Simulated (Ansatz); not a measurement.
# LiZnI3 (model cell, started as cubic perovskite with Zn in the octahedra): a soft mode frozen in

Wanted: the energy along a soft mode of LiZnI3 (model cell, started as cubic perovskite with Zn in the octahedra) and the structure at the end.

Main program and level: Ansatz 0.2.0; DFT PBEsol, scalar-relativistic, plane waves, PAW; PAW set soft_1.

The structure was built from a prototype and need not be the compound's stable phase.

## 1. Starting point

It takes space group Pm-3m (No. 221, cubic). Conventional cell: a = 5.567 Å, b = 5.567 Å, c = 5.567 Å, α = 90.00°, β = 90.00°, γ = 90.00°. Li has 12 I at 3.94 Å nearest. Zn has 6 I at 2.78 Å nearest. I has 2 Zn at 2.78 Å nearest. Farther neighbours and most contacts between anions are not listed.

## 2. Response at finite wavevector

The cell comes from relaxations at this level that are not shown. Stability and thermal properties need the whole zone. Linear response on a 2×2×2 q mesh gives force constants as far as a supercell of that size would.

File input.yaml:

```yaml
crystal:
  lattice:
    - [5.5671905569, 0.0, 0.0]
    - [0.0, 5.5671905569, 0.0]
    - [0.0, 0.0, 5.5671905569]
  atoms:
    - { symbol: Li, position: [0.0, 0.0, 0.0] }
    - { symbol: Zn, position: [0.5, 0.5, 0.5] }
    - { symbol: I, position: [0.5, 0.5, 0.0] }
    - { symbol: I, position: [0.5, 0.0, 0.5] }
    - { symbol: I, position: [0.0, 0.5, 0.5] }
kpoints:
  mp_grid: { grid: [6, 6, 6] }
hamiltonian:
  xc: pbesol
  pseudopotentials: { kind: paw, azcp: { folder: soft_1 }, xc_functional: pbe }
scf:
  occupations: { method: methfessel_paxton, width: 0.2 }
output:
  eigenvalues: true
phonons:
  method: dfpt
  qmesh: [2, 2, 2]
  temperatures: { t_max: 1000, t_step: 50 }
  qpath:
    path:
      - [[0.0, 0.0, 0.0], [0.0, 0.5, 0.0], [0.5, 0.5, 0.0], [0.0, 0.0, 0.0], [0.5, 0.5, 0.5], [0.0, 0.5, 0.0]]
      - [[0.5, 0.5, 0.5], [0.5, 0.5, 0.0]]
    npoints: 10
```

Command:

```bash
$ ansatz run input.yaml --threads 4 --pin off --max-ram 16384MiB --backend cpu --events-out ev --progress --plain --runs-dir out
```

Numbers of over 12 decimals in the logs are rounded to 6 here.

Log:

```text
Engine: ansatz 0.2.0, aarch64-unknown-linux-gnu
Pseudopotentials: kind: paw
Pseudopotential: Li, paw, valence charge 3, recommended cutoff 420 eV (normal), soft_1/Li.paw.azcp
Pseudopotential: Zn, paw, valence charge 12, recommended cutoff 420 eV (normal), soft_1/Zn.paw.azcp
Pseudopotential: I, paw, valence charge 17, recommended cutoff 420 eV (normal), soft_1/I.paw.azcp
Functional definition: PBEsol
  exchange = pbesol_x
  correlation = pbesol_c
Crystal: 5 atoms, lattice volume = 172.547 Å³
Basis set: ecut = 420 eV, 3407 PW (Γ), exchange–correlation on 80×80×80 points (8 copies of the dense FFT grid, shifted against one another)
Bands: 40, of which v1, the nominal top of the filled ones, is band 33 counted from 1 (32 counted from 0)
Symmetry: 48 space group operations
k-points: 20 of 216
Non-local potential: Li, projectors of the file, l = 0: 3, l = 1: 2, l = 2: 1
Non-local potential: Zn, projectors of the file, l = 0: 2, l = 1: 2, l = 2: 3, l = 3: 1
Non-local potential: I, projectors of the file, l = 0: 2, l = 1: 2, l = 2: 2, l = 3: 1
PAW form: soft (Blöchl's): semilocal exchange-correlation on the pseudo side does not see the compensation charge
PAW frozen core: Zn, regenerated for the run's functional, and the local potential with it (the file was generated under x = pbe(κ = 0.804, μ = 0.219515), c = pbe(β = 0.066725))
PAW frozen core: I, regenerated for the run's functional, and the local potential with it (the file was generated under x = pbe(κ = 0.804, μ = 0.219515), c = pbe(β = 0.066725))
PAW one-centre angular grid: Li, 110 points (default); XC on 64 Gauss nodes
PAW one-centre angular grid: Zn, 590 points (default); XC on 64 Gauss nodes
PAW one-centre angular grid: I, 590 points (default); XC on 64 Gauss nodes
Initial density: superposition of atomic densities (chi_scale 0.1, normalization cell, long waves kept (reshape's long-wave potential 0.01 eV rms))
Initial wavefunctions: pseudopotential atomic-orbital guess
Functional: x = pbesol(κ = 0.804, μ = 0.123457), c = pbesol(β = 0.046)
SCF iter   1: F=—  HF=-25784.330012 eV  |F-HF|=—  |Δ(HF+E_count)|=         —  Δρ=5.37e-2  dr2=3.34e0  ethr=3.10e-3  ⟨swp⟩=8.1  Hψ=3713  notcnv=0
preconditioner: auto → LDOS  [metal: Δε(μ)=0.064 eV  Ē_g=10.763 eV  σ=0.200 eV  W_gap=0.26  n_scr=32 (ndim 8)  ℏωp=16.5 eV  f_vac=0.052  D(μ)=2.59/eV (n_scr^D=18)  β→1.0]
SCF iter   2: F=—  HF=-25785.750044 eV  |F-HF|=—  |Δ(HF+E_count)|=    1.42e0  S|Δr|=    0.00e0  Δρ=9.35e-2  dr2=7.86e0  ethr=3.10e-3  ⟨swp⟩=4.2  Hψ=1855  notcnv=0  defer=36  recentre
preconditioner: auto → none  [metal: Δε(μ)=0.005 eV  Ē_g=8.672 eV  σ=0.200 eV  W_gap=0.02  n_scr=32 (ndim 8)  ℏωp=16.5 eV  f_vac=0.178  D(μ)=0.82/eV (n_scr^D=0)  β→0.5]
SCF iter   3: F=—  HF=-25783.344827 eV  |F-HF|=—  |Δ(HF+E_count)|=    2.41e0  S|Δr|=    0.00e0  Δρ=1.40e-2  dr2=1.92e-1  ethr=3.10e-3  ⟨swp⟩=3.0  Hψ=1668  notcnv=0  defer=38
SCF iter   4: F=—  HF=-25783.309459 eV  |F-HF|=—  |Δ(HF+E_count)|=   3.54e-2  S|Δr|=    0.00e0  Δρ=1.68e-3  dr2=3.30e-3  ethr=2.91e-4  ⟨swp⟩=2.0  Hψ=1301  notcnv=0  defer=37
SCF iter   5: F=—  HF=-25783.316575 eV  |F-HF|=—  |Δ(HF+E_count)|=   7.12e-3  S|Δr|=    0.00e0  Δρ=1.65e-3  dr2=2.59e-3  ethr=5.01e-6  ⟨swp⟩=2.0  Hψ=1618  notcnv=0  defer=37
SCF iter   6: F=—  HF=-25783.317148 eV  |F-HF|=—  |Δ(HF+E_count)|=   5.74e-4  S|Δr|=    0.00e0  Δρ=5.30e-4  dr2=2.57e-4  ethr=3.92e-6  ⟨swp⟩=2.0  Hψ=993  notcnv=0  defer=37
SCF iter   7: F=—  HF=-25783.317075 eV  |F-HF|=—  |Δ(HF+E_count)|=   7.36e-5  S|Δr|=    0.00e0  Δρ=2.18e-4  dr2=4.21e-5  ethr=3.89e-7  ⟨swp⟩=3.0  Hψ=1510  notcnv=0  defer=37
SCF iter   8: F=—  HF=-25783.317065 eV  |F-HF|=—  |Δ(HF+E_count)|=   1.01e-5  S|Δr|=    0.00e0  Δρ=5.42e-5  dr2=2.67e-6  ethr=6.38e-8  ⟨swp⟩=2.0  Hψ=877  notcnv=0  defer=37
SCF iter   9: F=—  HF=-25783.317064 eV  |F-HF|=—  |Δ(HF+E_count)|=   1.16e-6  S|Δr|=    0.00e0  Δρ=3.74e-6  dr2=1.08e-8  ethr=4.05e-9  ⟨swp⟩=2.0  Hψ=958  notcnv=0  defer=37
SCF iter  10: F=—  HF=-25783.317064 eV  |F-HF|=—  |Δ(HF+E_count)|=   4.88e-9  S|Δr|=    0.00e0  Δρ=9.68e-7  dr2=7.65e-10  ethr=1.64e-11  ⟨swp⟩=2.1  Hψ=1153  notcnv=0  defer=37
SCF iter  11: F=-25783.317064 eV  HF=-25783.317064 eV  |F-HF|=0.00e0  |Δ(HF+E_count)|=  2.18e-10  S|Δr|=    0.00e0  Δρ=5.62e-8  dr2=4.27e-12  ethr=1.00e-12  ⟨swp⟩=14.7  Hψ=5354  notcnv=0
SCF 1 converged in 11 iterations: F = -25783.317064 eV  dr2 = 4.27e-12
  greatest PAW one-centre occupation: 0.999 electrons in one spin orbital (limit 2), on the Li atom at site 0 (counted from 0), in its partial waves of l = 0
Initial density: read from a saved state, or passed on in memory by an earlier SCF of this step, an earlier step, the calling program or the single point that the run made first
iter 1 solved again at ethr=3.66e-7 eV; its pass at ethr=3.10e-3 eV (dr2=2.41e-4 eV) is discarded
SCF iter   1: F=—  HF=-25783.317067 eV  |F-HF|=—  |Δ(HF+E_count)|=         —  Δρ=2.11e-6  dr2=4.23e-9  ethr=3.66e-7  ⟨swp⟩=3.4  Hψ=5778  notcnv=0
eigensolver tolerance schedule: the retry pair's looser diagonalisation over-reported the residual by 57024.40 of it (diagonalisation noise at an unbounded share of the residual, at the tolerance the schedule requests for it); recorded, not acted on — ethr = c·dr2/N_el stays at c = 1.0e-1
preconditioner: auto → none  [metal: Δε(μ)=0.010 eV  Ē_g=9.755 eV  σ=0.200 eV  W_gap=0.04  n_scr=32 (ndim 8)  ℏωp=16.5 eV  f_vac=0.185  D(μ)=0.80/eV (n_scr^D=0)]
SCF iter   2: F=—  HF=-25783.317064 eV  |F-HF|=—  |Δ(HF+E_count)|=   3.18e-6  S|Δr|=    0.00e0  Δρ=2.60e-6  dr2=6.18e-9  ethr=6.41e-12  ⟨swp⟩=4.0  Hψ=2320  notcnv=0
SCF iter   3: F=—  HF=-25783.317064 eV  |F-HF|=—  |Δ(HF+E_count)|=   2.32e-9  S|Δr|=    0.00e0  Δρ=8.72e-7  dr2=7.64e-10  ethr=6.41e-12  ⟨swp⟩=2.0  Hψ=984  notcnv=0
SCF iter   4: F=—  HF=-25783.317064 eV  |F-HF|=—  |Δ(HF+E_count)|=  1.75e-10  S|Δr|=    0.00e0  Δρ=6.68e-7  dr2=4.25e-10  ethr=1.16e-12  ⟨swp⟩=1.0  Hψ=800  notcnv=0
SCF iter   5: F=—  HF=-25783.317064 eV  |F-HF|=—  |Δ(HF+E_count)|=  1.27e-10  S|Δr|=    0.00e0  Δρ=3.92e-7  dr2=1.45e-10  ethr=1.00e-12  ⟨swp⟩=2.0  Hψ=872  notcnv=0
SCF iter   6: F=—  HF=-25783.317064 eV  |F-HF|=—  |Δ(HF+E_count)|=  2.55e-11  S|Δr|=    0.00e0  Δρ=2.78e-7  dr2=7.25e-11  ethr=1.00e-12  ⟨swp⟩=1.0  Hψ=800  notcnv=0
SCF iter   7: F=—  HF=-25783.317064 eV  |F-HF|=—  |Δ(HF+E_count)|=  7.28e-12  S|Δr|=    0.00e0  Δρ=1.51e-7  dr2=2.17e-11  ethr=1.00e-12  ⟨swp⟩=1.0  Hψ=800  notcnv=0
SCF iter   8: F=-25783.317064 eV  HF=-25783.317064 eV  |F-HF|=7.28e-12  |Δ(HF+E_count)|=  1.82e-11  S|Δr|=    0.00e0  Δρ=6.59e-8  dr2=3.99e-12  ethr=1.00e-12  ⟨swp⟩=5.0  Hψ=2389  notcnv=0
SCF 2 converged in 8 iterations: F = -25783.317064 eV  dr2 = 3.99e-12
phonons: the bands overlap, so this run is a metal and interpolates without the dipole-dipole term. If the crystal is really an insulator or semiconductor, its LO-TO splitting is missing
NSCF: frozen V_eff on 20 k-points
NSCF: frozen V_eff on 64 k-points
DFPT response loops at q = (0, 0, 0) (fractional): preconditioner auto → none (partly filled bands, converged f_vac=0.185); β = 0.50; Broyden in place of MSR1
NSCF: frozen V_eff on 128 k-points
DFPT response loops at q = (0, 0, -0.5) (fractional): mixed as the last ones told, above
NSCF: frozen V_eff on 128 k-points
DFPT response loops at q = (0, -0.5, -0.5) (fractional): mixed as the last ones told, above
NSCF: frozen V_eff on 128 k-points
DFPT response loops at q = (-0.5, -0.5, -0.5) (fractional): mixed as the last ones told, above
SCF converged after 11 iterations
Stability not checked: this state was not tested for a lower state beside it, because cold or Methfessel-Paxton smearing, or corrected tetrahedra, fill the levels in a way that the test cannot read (fill_not_monotonic; see scf.lower_state_search)
Free energy (F): -25783.317064 eV
Harris-Foulkes:  -25783.317064 eV  (|F-HF|=0.00e0)
Internal energy: -25783.327397 eV  (E = F + TS)
E sigma→0 (E₀):  -25783.319647 eV
Entropy (-TS):   0.010334 eV (2.067 meV/atom)
Fermi energy:    4.597404 eV
--- Per-component energies (eV) ---
  E_band       = -1288.198459
  E_kinetic    = 639.951849
  E_local      = -10081.337352  (includes V_loc(G=0)·N_el)
  E_nonlocal   = 1156.552767
  E_hartree    = 4407.557960
  E_xc         = -406.897135
  E_vxc        = -393.870856  (∫ρ·V_xc dr)
  E_paw        = -15995.067146  (= ΣΔE_a)
  E_vpaw       = -1424.603305  (= ΣTr[D̂ρ^β])
  E_aug_tail   = -0.007348  (compensation charges beyond the density's cutoff)
  E_ewald      = -5506.114756
  E_core_change = 2.033763  (= ΣΔE_core)
  E_smearing   = 0.010334  (= −TS)
  E_closure    = -0.000000  (closes the sum)
  Σ components = -25783.317064   (vs F -25783.317064, Δ=0.00e0)
--- Band table (eV; the first three rows and the last of 20) ---
  k-point 0: bands = [... 29 lower, 3.5454, 3.5574, 3.8946, 3.8946, 3.8946, 6.7995, 9.9800, 9.9800, ... 3 higher]
  k-point 1: bands = [... 29 lower, 3.4542, 3.4620, 3.8294, 3.8294, 4.5610, 7.1818, 9.7294, 10.2065, ... 3 higher]
  k-point 2: bands = [... 29 lower, 3.1740, 3.3073, 3.7950, 3.7950, 5.7894, 7.9540, 9.0257, 10.0031, ... 3 higher]
  k-point 19: bands = [... 29 lower, 4.2202, 4.6050, 4.6050, 4.6050, 6.8220, 8.5023, 8.5023, 8.5023, ... 3 higher]
--- Phonons (Γ-DFPT): 4 representative perturbations + reference (Σ response iterations 15) ---
  ASR residual: 7.040e-5 → 0.000e0 eV/Å²; symmetrization residual: 8.932e-6 eV/Å²
  ASR residual per site (eV/Å²): 3.60e-6 7.04e-5 6.55e-5 6.55e-5 6.55e-5
  Γ frequencies (cm⁻¹): -170.64 -170.64 -170.64 -27.15 -27.15 -27.15 -16.89 -16.89 -16.89 0.00 0.00 0.00 111.71 111.71 111.71
--- Phonons (arbitrary-q DFPT): 4 irreducible q on the 2×2×2 mesh ---
  q = [0.0000, 0.0000, 0.0000] (star 1, of the zone-centre solve; hermiticity 4.55e-6, symmetrization 3.41e-11): -170.64 -170.64 -170.64 -27.15 -27.15 -27.15 -16.89 -16.89 -16.89 -0.00 0.00 0.00 111.71 111.71 111.71
  q = [0.0000, 0.0000, -0.5000] (star 3, 9 solved perturbations in 504 linear systems a pass and spin channel, the states on 64 of 216 k-point pairs; hermiticity 3.00e-6, symmetrization 2.62e-11): -161.87 -161.87 -106.10 -31.57 -30.41 -30.41 23.03 23.03 24.11 24.11 28.34 111.82 111.82 112.69 124.68
  q = [0.0000, -0.5000, -0.5000] (star 3, 9 solved perturbations in 504 linear systems a pass and spin channel, the states on 64 of 216 k-point pairs; hermiticity 3.03e-6, symmetrization 1.34e-12): -149.25 -149.25 -149.22 -65.45 -32.46 -14.34 -14.34 31.39 33.01 33.01 56.75 113.67 129.45 133.80 133.80
  q = [-0.5000, -0.5000, -0.5000] (star 1, 4 solved perturbations in 184 linear systems a pass and spin channel, the states on 64 of 216 k-point pairs; hermiticity 1.41e-7, symmetrization 2.12e-11): -169.32 -169.32 -169.32 -65.63 -65.63 -65.63 -38.16 -38.16 63.31 63.31 63.31 136.17 136.17 136.17 143.80
  sum rule: each row above includes the acoustic sum rule's correction from the zone centre's row sums; it moved no ω² by more than (0.54 cm⁻¹)²
  mesh force constants: q→R imaginary residual 4.35e-18; ASR residual 7.040e-5 → 0.000e0 eV/Å²; symmetrization residual 6.217e-15 eV/Å²
  interpolated dispersion: 62 rows × 15 modes
  density of states and harmonic sums: on the 12×12×12 q-mesh, interpolated from the force constants of a 2×2×2 supercell (no non-analytic term)
  largest difference from the sums on the solved wave vectors: F 2.23e-1 eV, S 3.11e-4 and C_V 8.78e-5 eV/K
  zero-point energy: 0.040588 eV/cell   skipped modes (ω ≤ 0): 555, of them read as no rigid motion or as one in doubt: 552 (6.354e0 modes/cell left out, lowest -170.64 cm⁻¹)   left out of the sums: 4.24e-1 of the cell's modes: C_V's classical limit lies that fraction below 3 k_B per atom; for a crystal, a wire or a layer, F and S can be off by more, and a phonons.interpolated_qmesh denser along its periods is the remedy for the sampling
```

It took 5.2 min on 4 threads of Arm Neoverse V1, shared host; peak memory 1.5 GiB; 20 min of CPU time.

This step gave:

```yaml
volume_per_atom: 34.51 Å³
gap_on_the_k_mesh: 0 eV
sum_rule_residual_before_enforcement: 7.04e-5 eV/Å²
lowest_frequency_on_the_path: -170.6 cm⁻¹
point_group: m-3m
highest_frequency_on_the_path_or_at_a_solved_wavevector: 144.3 cm⁻¹
highest_optical_mode_at_the_zone_centre_no_lo_to_term: 111.7 cm⁻¹
lowest_optical_zone_centre_mode: -170.6 cm⁻¹
lowest_mode_on_the_q_mesh_acoustic_modes_at_gamma_apart: -170.6 cm⁻¹
```

Frequencies (cm⁻¹) solved at each irreducible wavevector; negative means imaginary. Frequencies by wavevector, by row:

| q in reciprocal lattice units | star | mode 1 | mode 2 | mode 3 | mode 4 | mode 13 | mode 14 | mode 15 |
| --- | --- | --- | --- | --- | --- | --- | --- | --- |
| 0 0 0 | 1 | -170.6 | -170.6 | -170.6 | -27.1 | 111.7 | 111.7 | 111.7 |
| 0 0 -0.5 | 3 | -161.9 | -161.9 | -106.1 | -31.6 | 111.8 | 112.7 | 124.7 |
| 0 -0.5 -0.5 | 3 | -149.2 | -149.2 | -149.2 | -65.5 | 129.4 | 133.8 | 133.8 |
| -0.5 -0.5 -0.5 | 1 | -169.3 | -169.3 | -169.3 | -65.6 | 136.2 | 136.2 | 143.8 |

Interpolated from a 2×2×2 q mesh. Phonon branches along the path, in cm⁻¹:

| point | branch 1 | branch 2 | branch 3 | branch 4 | branch 12 | branch 13 | branch 14 | branch 15 |
| --- | --- | --- | --- | --- | --- | --- | --- | --- |
| Γ | -171 | -171 | -171 | -27 | 0 | 112 | 112 | 112 |
| halfway | -166 | -166 | -142 | -29 | 80 | 112 | 112 | 117 |
| X | -162 | -162 | -106 | -32 | 112 | 112 | 113 | 125 |
| halfway | -156 | -156 | -131 | -54 | 100 | 113 | 129 | 130 |
| M | -149 | -149 | -149 | -65 | 114 | 130 | 134 | 134 |
| halfway | -161 | -151 | -147 | -47 | 88 | 107 | 112 | 127 |
| Γ | -171 | -171 | -171 | -27 | 0 | 112 | 112 | 112 |
| halfway | -154 | -154 | -152 | -50 | 95 | 107 | 107 | 137 |
| R | -169 | -169 | -169 | -66 | 136 | 136 | 136 | 144 |
| halfway | -158 | -157 | -146 | -57 | 102 | 107 | 132 | 140 |
| X | -162 | -162 | -106 | -32 | 112 | 112 | 113 | 125 |
| jump to R | -169 | -169 | -169 | -66 | 136 | 136 | 136 | 144 |
| halfway | -160 | -159 | -159 | -66 | 105 | 135 | 135 | 142 |
| M | -149 | -149 | -149 | -65 | 114 | 130 | 134 | 134 |

Symmetry leaves 4 wavevectors to solve. The lowest mode among them, the acoustic zeros apart, lies at Γ and is imaginary, 170.6i cm⁻¹, so the energy falls along it.

## 3. The mode frozen in, largest atomic shift 0 Å

The mode followed lies at q = (-0.5, -0.5, -0.5) with frequency 169.3i cm⁻¹ and is 3-fold degenerate, one of the unstable modes though not the softest. At small amplitude the distorted cell has space group no. 139 by a symmetry search on the positions. The undistorted cell that holds it gives the zero of energy on the same k mesh.

System of this step: LiZnI3 (model cell, started as cubic perovskite with Zn in the octahedra). It takes space group Pm-3m (No. 221, cubic). The conventional cell has a = 5.567 Å, b = 5.567 Å, c = 5.567 Å, α = 90.00°, β = 90.00°, γ = 90.00°. Nearest to Li lie 12 I at 3.94 Å. Nearest to Zn lie 6 I at 2.78 Å. Nearest to I lie 2 Zn at 2.78 Å. Farther neighbours and most contacts between anions are not listed.

input.yaml, the sections that differ from step 2:

```yaml
crystal:
  lattice:
    - [5.5671905569, 5.5671905569, 0.0]
    - [5.5671905569, 0.0, 5.5671905569]
    - [5.5671905569, 0.0, -5.5671905569]
  atoms:
    - { symbol: Li, position: [0.0, 0.5, 0.5] }
    - { symbol: Li, position: [0.0, 0.0, 1.0] }
    - { symbol: Zn, position: [0.5, 0.25, 0.75] }
    - { symbol: Zn, position: [0.5, 0.75, 0.25] }
    - { symbol: I, position: [0.5, 0.5, 0.5] }
    - { symbol: I, position: [0.5, 0.0, 0.0] }
    - { symbol: I, position: [0.0, 0.0, 0.5] }
    - { symbol: I, position: [0.0, 0.5, 0.0] }
    - { symbol: I, position: [0.5, 0.0, 0.5] }
    - { symbol: I, position: [0.5, 0.5, 0.0] }
output:
  forces: true
  stress: true
  eigenvalues: true
# kpoints, hamiltonian, scf: as in step 2
# phonons: removed
```

Log:

```text
[...]
Crystal: 10 atoms, lattice volume = 345.095 Å³
Basis set: ecut = 420 eV, 6735 PW (Γ), exchange–correlation on 108×108×108 points (8 copies of the dense FFT grid, shifted against one another)
Bands: 80, of which v1, the nominal top of the filled ones, is band 66 counted from 1 (65 counted from 0)
Symmetry: 96 space group operations
[...]
k-points: 16 of 216
[...]
k-point 0: bands = [... 62 lower, 4.2225, 4.2225, 4.6014, 4.6014, 4.6014, 6.7967, 6.8192, 8.5084, ... 10 higher]
  k-point 1: bands = [... 62 lower, 3.9102, 4.3548, 4.4870, 4.4870, 4.5135, 6.9830, 7.0855, 8.0604, ... 10 higher]
  k-point 2: bands = [... 62 lower, 3.9875, 4.2895, 4.3254, 4.3254, 5.1317, 7.0906, 7.5076, 7.6952, ... 10 higher]
  k-point 15: bands = [... 62 lower, 3.7482, 3.7551, 3.9315, 4.3370, 7.0032, 7.5389, 8.1735, 8.3021, ... 10 higher]
[key lines of the parts left out:]
SCF converged after 11 iterations
Free energy (F): -51566.640239 eV
Fermi energy:    4.592069 eV
P = ⅓ Tr σ = -0.0031 GPa (-0.031 kbar)
```

Wall time 10 s (4 threads); peak memory 1 GiB.

This step gave:

| Quantity | Value |
| --- | --- |
| pressure | -0.003094 GPa |
| energy from the undistorted cell | 0 meV/atom |

The run ends at a pressure of 0.00 GPa.

## 4. The mode frozen in, largest atomic shift 0.6 Å

The atoms are moved along the unstable eigenvector, the largest shift by 0.6 Å, with the cell fixed.

input.yaml, the sections that differ from step 3:

```yaml
crystal:
  lattice:
    - [5.5671905569, 5.5671905569, 0.0]
    - [5.5671905569, 0.0, 5.5671905569]
    - [5.5671905569, 0.0, -5.5671905569]
  atoms:
    - { symbol: Li, position: [0.1077742883, 0.4461128559, 0.4461128559] }
    - { symbol: Li, position: [-0.1077742883, 0.0538871441, 1.0538871441] }
    - { symbol: Zn, position: [0.5, 0.25, 0.75] }
    - { symbol: Zn, position: [0.5, 0.75, 0.25] }
    - { symbol: I, position: [0.5, 0.4982856204, 0.4982856204] }
    - { symbol: I, position: [0.5, 0.0017143796, 0.0017143796] }
    - { symbol: I, position: [0.0, 0.0, 0.5] }
    - { symbol: I, position: [0.0, 0.5, 0.0] }
    - { symbol: I, position: [0.5, 0.0017143796, 0.4982856204] }
    - { symbol: I, position: [0.5, 0.4982856204, 0.0017143796] }
# kpoints, hamiltonian, scf, output: as in step 3
```

Log:

```text
[...]
Crystal: 10 atoms, lattice volume = 345.095 Å³
Basis set: ecut = 420 eV, 6735 PW (Γ), exchange–correlation on 108×108×108 points (8 copies of the dense FFT grid, shifted against one another)
Bands: 80, of which v1, the nominal top of the filled ones, is band 66 counted from 1 (65 counted from 0)
Symmetry: 16 space group operations
[...]
k-points: 30 of 216
[...]
k-point 0: bands = [... 62 lower, 4.1524, 4.1858, 4.4957, 4.5678, 4.5678, 6.9515, 6.9965, 8.4447, ... 10 higher]
  k-point 1: bands = [... 62 lower, 3.8759, 4.3227, 4.3894, 4.4533, 4.4728, 7.1543, 7.2295, 8.0063, ... 10 higher]
  k-point 2: bands = [... 62 lower, 3.9548, 4.2082, 4.2737, 4.2905, 5.1043, 7.0638, 7.6485, 7.8201, ... 10 higher]
  k-point 29: bands = [... 62 lower, 3.6765, 3.6765, 4.1293, 4.4777, 6.8461, 8.1912, 8.4095, 8.4640, ... 10 higher]
[key lines of the parts left out:]
SCF converged after 11 iterations
Free energy (F): -51566.889753 eV
Fermi energy:    4.541242 eV
P = ⅓ Tr σ = 0.0575 GPa (0.575 kbar)
```

Wall time 19 s (4 threads); peak memory 1.2 GiB.

This step gave:

| Item | Value |
| --- | --- |
| pressure | 0.05749 GPa |
| energy from the undistorted cell | -24.96 meV/atom |

The energy, extrapolated to zero smearing, is -24.96 meV/atom against the undistorted cell.

The run ends at a pressure of 0.06 GPa, with forces up to 0.36 eV/Å.

[end of part 1 of 2]

[Logs are printed without paths, hosts, clocks, repeated set-up lines and the standing remarks that a program may print on its own settings, such as how far it seeks lower states.]

[Hosts, paths, dates, database ids (printed as entryN), source tags and the programs' standing remarks are cut or masked in the printed files.]
